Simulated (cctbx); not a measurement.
# LuTl4B4 across an absorption edge

Space group P4_2/nmc (no. 137, origin choice 1), a = 6.2660 Å, b = 6.2660 Å, c = 8.6990 Å, α = 90.00°, β = 90.00°, γ = 90.00°.

```csv
atom,mult.,x,y,z,Ueq (Å²)
Tl1,8,0.7513,0,0.6440,0.0205
Lu1,2,1/2,1/2,1/2,0.0195
B1,8,0,0.6653,0.6444,0.0409
```

This is a model crystal, built by substitution and not relaxed, with assumed displacement parameters.

Calculated with cctbx: free-atom f′ and f″ from the Sasaki tables, no fine structure; amplitudes in electrons.

```csv
E (eV),F 0 2 3,F 1 1 2,F 0 0 2,F 1 2 1
8644,181.8,105.7,26.7,255.7
8994,181.1,102.1,29.8,251.6
9124,180.8,99.1,32.7,248.4
9184,180.7,96.4,35.3,245.7
9214,180.6,93.7,38.1,242.9
9229,180.6,90.9,40.9,240.2
9236,180.5,88.5,43.3,237.8
9240,180.5,85.9,45.9,235.2
9248,180.5,86.6,47.9,235.4
9252,180.5,89.8,44.6,238.6
9259,180.5,92.5,41.8,241.3
9274,180.5,95.5,38.7,244.2
9304,180.4,98.4,35.7,247.1
9394,180.2,102.1,31.7,250.6
9644,179.6,105.5,27.6,253.6
```

**Question.** Which edge is crossed, and why do the reflections move as they do?

The L3 edge of Lu. The edge is at 9244 eV. f′ of Lu falls from -12.0 e at 9124 eV to -18.9 e at 4 eV below it, and f″ steps from 3.76 to 10.53 e across it. Over that approach |F| changes by -0 % (0 2 3), -13 % (1 1 2), +40 % (0 0 2) and -5 % (1 2 1): a reflection falls where Lu scatters in phase with the total and rises where it scatters against it; it hardly moves where the Lu term is small or cancels by symmetry. Above the edge the larger f″ enters the imaginary part, where it can add to or cancel the other atoms' f″. The structure is centrosymmetric, so Friedel mates stay equal.

[Logs are printed without paths, hosts, clocks, repeated set-up lines and the standing remarks that a program may print on its own settings, such as how far it seeks lower states.]
